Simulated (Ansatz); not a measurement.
# How Hf(0001) screens a field, part 2 of 2

Where does the screening charge of Hf(0001) sit?

Ansatz 0.2.0; plane-wave DFT, PBE, Ansatz PAW.

So far. Step 8 (Atoms held, field -0.2 V/Å): The dipole is -0.246 e·Å.

## (9) Atoms held, field 0.4 V/Å

input.yaml

```yaml
crystal:
  lattice:
    - [3.2, 0.0, 0.0]
    - [1.6, 2.7712812921, 0.0]
    - [0.0, 0.0, 38.2496]
  atoms:
    - { symbol: Hf, position: [0.0, 0.0, 0.2352965783] }
    - { symbol: Hf, position: [0.6666666667, 0.6666666667, 0.3014724337] }
    - { symbol: Hf, position: [0.0, 0.0, 0.3676482891] }
    - { symbol: Hf, position: [0.6666666667, 0.6666666667, 0.4338241446] }
    - { symbol: Hf, position: [0.0, 0.0, 0.5] }
    - { symbol: Hf, position: [0.6666666667, 0.6666666667, 0.5661758554] }
    - { symbol: Hf, position: [0.0, 0.0, 0.6323517109] }
    - { symbol: Hf, position: [0.6666666667, 0.6666666667, 0.6985275663] }
    - { symbol: Hf, position: [0.0, 0.0, 0.7647034217] }
kpoints:
  mp_grid: { grid: [18, 18, 1] }
hamiltonian:
  xc: pbe
scf:
  occupations: { method: fermi_dirac, width: 0.1 }
  convergence: { dr2_threshold: 1.0e-10 }
efield:
  axis: 3
  dipole_correction: true
  ramp_position: 0.97
  ramp_width: 0.06
  amplitude: 0.4
output:
  forces: true
  write_potential: true
  write_density: true
  volumetric_format: npy
  elf: true
```

Launch:

```console
$ ansatz run input.yaml --threads 4 --pin off --max-ram 6144MiB --backend cpu --events-out ev --progress --plain --runs-dir out
```

Numbers of over 12 decimals in the logs are rounded to 6 here.

The log of the run:

```text
[...]
Crystal: 9 atoms, lattice volume = 339.201 Å³
Basis set: ecut = 420 eV, 6739 PW (Γ), exchange–correlation on 48×48×512 points (8 copies of the dense FFT grid, shifted against one another)
Bands: 141, of which v1, the nominal top of the filled ones, is band 117 counted from 1 (116 counted from 0)
Symmetry: 6 space group operations
k-points: 37 of 324 (time reversal used)
[...]
k-point 0: bands = [... 113 lower, 10.5786, 10.7172, 10.9654, 11.1206, 11.1206, 11.1213, 11.1213, 11.2440, ... 20 higher]
  k-point 1: bands = [... 113 lower, 10.5324, 10.6109, 10.9440, 10.9923, 10.9982, 11.0660, 11.0967, 11.1893, ... 20 higher]
  k-point 2: bands = [... 113 lower, 10.3041, 10.4663, 10.5964, 10.6795, 10.7550, 10.8695, 10.9213, 11.0937, ... 20 higher]
  k-point 36: bands = [... 113 lower, 8.7507, 9.0723, 9.0745, 9.9462, 10.0014, 10.0154, 10.1548, 10.2044, ... 20 higher]
[key lines of the parts left out:]
SCF converged after 19 iterations
Free energy (F): -141490.483611 eV
Fermi energy:    10.108444 eV
Dipole field:    D = 0.262065 V/Å  (p = 0.491253 e·Å, saw-weighted, corrected)
```

Elapsed: 68 s, on 4 threads of Intel Xeon Platinum 8488C (Sapphire Rapids), shared host; peak memory 2 GiB; 4.5 min of CPU time.

Running mean over 2.531 Å of the planar mean, with the applied field; the ramp of the sawtooth is left out. Electron's electrostatic potential energy less the Fermi level against z:

```
z (Å)  electron's electrostatic potential energy less the Fermi level (eV)
    4                                                                 3.35
    5                                                                 3.71
    6                                                                 3.83
    7                                                                 2.24
    8                                                                -4.02
    9                                                                -7.39
   10                                                                -7.30
   11                                                                -7.26
   12                                                                -7.34
   13                                                                -7.36
   14                                                                -7.35
   15                                                                -7.38
   16                                                                -7.40
   17                                                                -7.39
   18                                                                -7.39
   19                                                                -7.39
   20                                                                -7.39
   21                                                                -7.39
   22                                                                -7.39
   23                                                                -7.38
   24                                                                -7.36
   25                                                                -7.35
   26                                                                -7.35
   27                                                                -7.28
   28                                                                -7.27
   29                                                                -7.45
   30                                                                -5.55
   31                                                                 1.07
   32                                                                 4.17
   33                                                                 4.89
   34                                                                 5.33
```

The dipole is 0.491 e·Å.

## (10) The response

This step: plane-wave DFT, PBE, Ansatz PAW; screening of a field by a metal slab (Ansatz 0.2.0).

The dipoles give the slope, and the difference of two potentials shows where the field is screened.

This step gave:

```
equivalent conductor thickness p/(ε₀AE)      : 25.05 Å
distance between the outer atoms             : 20.25 Å
inner field over outer field                 : -7.40e-6
image plane, upper face                      : 2.387 Å
induced electrons on the upper face over ε₀E : -1.000
image plane, lower face                      : 2.387 Å
induced electrons on the lower face over ε₀E : 1.000
```

The dipole of the cell by applied field:

```
applied field (V/Å)  dipole of the cell (e·Å)
             -0.200                    -0.246
             -0.100                    -0.123
             -0.050                   -0.0614
              0.000                    6.3e-7
              0.050                    0.0614
              0.100                     0.123
              0.200                     0.246
              0.400                     0.491
```

Local field over the applied field, running mean. From the potentials at -0.05 and 0.05 V/Å; running mean over 2.531 Å. Table of local field over applied field by z:

```
z (Å)  local field over applied field
    5                           0.948
    6                           0.775
    7                           0.383
    8                          0.0583
    9                         -0.0462
   10                         -6.9e-4
   11                        -0.00822
   12                         -6.7e-4
   13                         0.00197
   14                          7.8e-4
   15                         -2.3e-4
   16                          4.8e-4
   17                          4.5e-4
   18                          2.1e-4
   19                         -2.7e-4
   20                          1.4e-4
   21                          1.7e-4
   22                          8.6e-4
   23                         -6.2e-4
   24                          8.6e-4
   25                         0.00126
   26                         0.00111
   27                        -0.00753
   28                         -5.5e-4
   29                         -0.0368
   30                          0.0106
   31                           0.282
   32                           0.695
   33                           0.923
```

Electrons, planar mean, per unit field. Table of induced electron density by z:

z (Å), induced electron density (e/Å³ per V/Å) and a bar from the least value:
```
        5    0.00026 #################
        6    0.00120 ####################
        7    0.00361 ##############################
        8    0.00127 #####################
        9   -0.00062 #############
       10    0.00024 #################
       11   -0.00017 ###############
       12    0.00005 ################
       13   -0.00008 ###############
       14    0.00010 ################
       15   -0.00006 ###############
       16    0.00006 ################
       17   -0.00001 ################
       18    0.00001 ################
       19    0.00000 ################
       20   -0.00001 ################
       21    0.00001 ################
       22   -0.00003 ################
       23    0.00005 ################
       24   -0.00007 ###############
       25    0.00004 ################
       26   -0.00007 ###############
       27    0.00007 ################
       28    0.00000 ################
       29    0.00019 ################
       30    0.00089 ###################
       31   -0.00395 
       32   -0.00170 #########
       33   -0.00039 ##############
```

By hand: between -0.05 and 0.05 V/Å the dipole changes by 0.1227 e·Å, a slope of 1.227 e·Å²/V. A perfect conductor of thickness t has p = ε₀AEt, so t = 180.95 × 1.227 / 8.868 = 25.05 Å (e/ε₀ = 180.95 V·Å, A in Å²). Less the 20.25 Å between the outer atoms, and halved, that puts each image plane 2.40 Å out.

The induced dipole is that of a conductor 25.05 Å thick.

## (11) A changed input

This step: plane-wave DFT, PBE, Ansatz PAW (Ansatz 0.2.0).

A run with a changed input: it repeats the earlier run at 0.05 V/Å with scf.eigensolver.kind to davidson and basis.precision to f64.

Edit input.yaml of step 9 so:

```diff
@@ -22,2 +22,3 @@
   convergence: { dr2_threshold: 1.0e-10 }
+  eigensolver: { kind: davidson }
 efield:
@@ -27,3 +28,3 @@
   ramp_width: 0.06
-  amplitude: 0.4
+  amplitude: 0.05
 output:
@@ -33,2 +34,3 @@
   volumetric_format: npy
-  elf: true
+basis:
+  precision: f64
```

The log of the run:

```text
[...]
Crystal: 9 atoms, lattice volume = 339.201 Å³
Basis set: ecut = 420 eV, 6739 PW (Γ), exchange–correlation on 48×48×512 points (8 copies of the dense FFT grid, shifted against one another)
Bands: 141, of which v1, the nominal top of the filled ones, is band 117 counted from 1 (116 counted from 0)
Symmetry: 6 space group operations
k-points: 37 of 324 (time reversal used)
[...]
iter 1 solved again at ethr=4.58e-2 eV; its pass at ethr=1.00e-1 eV (dr2=1.07e2 eV) is discarded
[...]
SCF iter  16: F=-141490.386922 eV  HF=-141490.386922 eV  |F-HF|=2.33e-10  |Δ(HF+E_count)|=  9.02e-10  Δρ=1.06e-7  dr2=8.74e-11  ethr=3.31e-12 (applied; sched 1.00e-12)  p=0.061 e·Å  D=3.27e-2 V/Å  ΔV_dip=-1.25 eV  dr2_dipole=2.65e-12  V_vac-E_F(+/−)=4.60/4.09 eV  ⟨swp⟩=2.9  Hψ=9827  notcnv=1
SCF 1 converged in 16 iterations: F = -141490.386922 eV  dr2 = 8.74e-11
  Residual-converged pass: ⟨swp⟩=6.1  Hψ=22939  notcnv=0  max |occ|·‖R‖ = 9.9e-9 eV (tolerance 1.0e-8 eV)  dr2=9.76e-11  dr2_onsite=5.39e-11  max |Δocc| = 4.2e-9
[...]
SCF converged after 16 iterations
Free energy (F): -141490.386922 eV
[...]
Internal energy: -141490.043662 eV  (E = F + TS)
E sigma→0 (E₀):  -141490.215292 eV
Entropy (-TS):   -0.343260 eV (-38.140 meV/atom)
Fermi energy:    10.118356 eV
Dipole field:    D = 0.032742 V/Å  (p = 0.061377 e·Å, saw-weighted, corrected)
Work function:   not extracted (applied field tilts the vacuum); planar V_es + V_field profile in the machine report
[...]
--- Forces (eV/Å), atoms counted from 1 ---
  atom   1  Hf     0.00000000    -0.00000000     0.55572387
  atom   2  Hf    -0.00000000     0.00000000    -0.70176754
  atom   3  Hf    -0.00000000    -0.00000000     0.12601129
  atom   4  Hf     0.00000000     0.00000000    -0.00827605
  atom   5  Hf     0.00000000    -0.00000000    -0.00003712
  atom   6  Hf    -0.00000000     0.00000000     0.00798090
  atom   7  Hf     0.00000000    -0.00000000    -0.12549422
  atom   8  Hf     0.00000000     0.00000000     0.70105441
  atom   9  Hf    -0.00000000    -0.00000000    -0.55519584
  max |Σ_I F_I| component: 2.90e-7 eV/Å
--- Band table (eV; the first three rows and the last of 37) ---
  k-point 0: bands = [... 113 lower, 10.5856, 10.7258, 10.9754, 11.1306, 11.1306, 11.1312, 11.1312, 11.2542, ... 20 higher]
  k-point 1: bands = [... 113 lower, 10.5379, 10.6202, 10.9541, 11.0022, 11.0082, 11.0761, 11.1070, 11.1993, ... 20 higher]
  k-point 2: bands = [... 113 lower, 10.3067, 10.4750, 10.6063, 10.6895, 10.7651, 10.8798, 10.9310, 11.1039, ... 20 higher]
  k-point 36: bands = [... 113 lower, 8.7608, 9.0834, 9.0837, 9.9563, 10.0113, 10.0255, 10.1648, 10.2144, ... 20 higher]
```

Run time: 1.7 min. Hardware: 4 threads; peak memory 1.8 GiB.

This step gave:

| Property | Result |
| --- | --- |
| energy at zero smearing | -141490.2153 eV |
| dipole along the normal | 0.06138 e·Å |

Force by atom:

```
atom  x (eV/Å)  y (eV/Å)  z (eV/Å)   size
 Hf1     0.000     0.000     0.556  0.556
 Hf2     0.000     0.000    -0.702  0.702
 Hf3     0.000     0.000     0.126  0.126
 Hf4     0.000     0.000    -0.008  0.008
 Hf5     0.000     0.000     0.000  0.000
 Hf6     0.000     0.000     0.008  0.008
 Hf7     0.000     0.000    -0.125  0.125
 Hf8     0.000     0.000     0.701  0.701
 Hf9     0.000     0.000    -0.555  0.555
```

```
                     quantity  this run  earlier run  difference
dipole along the normal (e·Å)   0.06138      0.06137      2.7e-6
```

The dipole moves by under 0.5 % or 5e-5 e·Å.

## (12) The same run with other settings

Another changed input: it repeats the earlier run at 0.05 V/Å with efield.dipole_correction from true to false.

Edit input.yaml of step 11 so:

```diff
@@ -22,6 +22,5 @@
   convergence: { dr2_threshold: 1.0e-10 }
-  eigensolver: { kind: davidson }
 efield:
   axis: 3
-  dipole_correction: true
+  dipole_correction: false
   ramp_position: 0.97
@@ -34,3 +33 @@
   volumetric_format: npy
-basis:
-  precision: f64
```

The log of the run:

```text
[...]
Crystal: 9 atoms, lattice volume = 339.201 Å³
Basis set: ecut = 420 eV, 6739 PW (Γ), exchange–correlation on 48×48×512 points (8 copies of the dense FFT grid, shifted against one another)
Bands: 141, of which v1, the nominal top of the filled ones, is band 117 counted from 1 (116 counted from 0)
Symmetry: 6 space group operations
k-points: 37 of 324 (time reversal used)
[...]
SCF iter   1: F=—  HF=-141491.379448 eV  |F-HF|=—  |Δ(HF+E_count)|=         —  Δρ=1.77e-2  dr2=1.95e2  ethr=1.77e-3  p=0.000 e·Å  V_vac-E_F(+/−)=5.58/3.82 eV  ⟨swp⟩=5.0  Hψ=16249  notcnv=0  defer=83
[...]
SCF iter  16: F=-141490.389833 eV  HF=-141490.389833 eV  |F-HF|=5.82e-11  |Δ(HF+E_count)|=  1.46e-10  Δρ=2.32e-8  dr2=7.13e-12  ethr=1.00e-12  p=0.178 e·Å  V_vac-E_F(+/−)=5.06/3.57 eV  ⟨swp⟩=7.6  Hψ=29534  notcnv=0
SCF 1 converged in 16 iterations: F = -141490.389833 eV  dr2 = 7.13e-12
[...]
SCF converged after 16 iterations
Free energy (F): -141490.389833 eV
[...]
Internal energy: -141490.046637 eV  (E = F + TS)
E sigma→0 (E₀):  -141490.218235 eV
Entropy (-TS):   -0.343196 eV (-38.133 meV/atom)
Fermi energy:    10.117218 eV
Dipole field:    D = 0.094864 V/Å  (p = 0.177826 e·Å, saw-weighted)
Work function:   not extracted (applied field tilts the vacuum); planar V_es + V_field profile in the machine report
[...]
--- Forces (eV/Å), atoms counted from 1 ---
  atom   1  Hf     0.00000000    -0.00000000     0.55565915
  atom   2  Hf    -0.00000000     0.00000000    -0.70231432
  atom   3  Hf     0.00000000    -0.00000000     0.12645991
  atom   4  Hf     0.00000000     0.00000000    -0.00852062
  atom   5  Hf     0.00000000    -0.00000000    -0.00010827
  atom   6  Hf    -0.00000000     0.00000000     0.00767093
  atom   7  Hf    -0.00000000    -0.00000000    -0.12496490
  atom   8  Hf     0.00000000     0.00000000     0.70025458
  atom   9  Hf    -0.00000000    -0.00000000    -0.55413611
  max |Σ_I F_I| component: 3.42e-7 eV/Å
--- Band table (eV; the first three rows and the last of 37) ---
  k-point 0: bands = [... 113 lower, 10.5848, 10.7248, 10.9743, 11.1294, 11.1294, 11.1301, 11.1301, 11.2530, ... 20 higher]
  k-point 1: bands = [... 113 lower, 10.5373, 10.6191, 10.9529, 11.0011, 11.0070, 11.0749, 11.1058, 11.1982, ... 20 higher]
  k-point 2: bands = [... 113 lower, 10.3064, 10.4740, 10.6052, 10.6884, 10.7640, 10.8786, 10.9299, 11.1027, ... 20 higher]
  k-point 36: bands = [... 113 lower, 8.7596, 9.0820, 9.0828, 9.9551, 10.0102, 10.0244, 10.1637, 10.2133, ... 20 higher]
```

Elapsed: 59 s, on 4 threads; peak memory 2 GiB.

```
                     quantity  this run  earlier run  difference
dipole along the normal (e·Å)    0.1778      0.06137        0.12
```

With the dipole correction off, the periodic images add a field of their own to the typed one.

It moves by +0.116 e·Å.

These numbers are not those of the isolated slab.

## (13) What came out

```json
{
  "work function": "4.36 eV",
  "image plane, upper face": "2.39 Å",
  "induced electrons on the upper face over ε₀E": "-1.00",
  "equivalent conductor thickness p/(ε₀AE)": "25.0 Å",
  "inner field over outer field": "-7.4e-6"
}
```

**Reading.** The induced charge has its centre 2.39 Å outside the outermost atoms; this is the plane from which a capacitor's gap or an image potential counts. The equivalent conductor thickness exceeds the distance between the outer atoms by 4.80 Å, about the sum of the two image-plane distances. In the middle of the slab the field is screened to under 0.5 % of its outer value. The atoms are held at bulk positions with the tabulated experimental lattice constant.

[Logs are printed without paths, hosts, clocks, repeated set-up lines and the standing remarks that a program may print on its own settings, such as how far it seeks lower states.]

[Hosts, paths, dates, database ids (printed as entryN), source tags and the programs' standing remarks are cut or masked in the printed files.]

[Maps of the electrostatic potential energy from Ansatz leave out the sawtooth potential of an applied field or a dipole correction, so their vacuum need not be flat; planar profiles and work functions include it.]
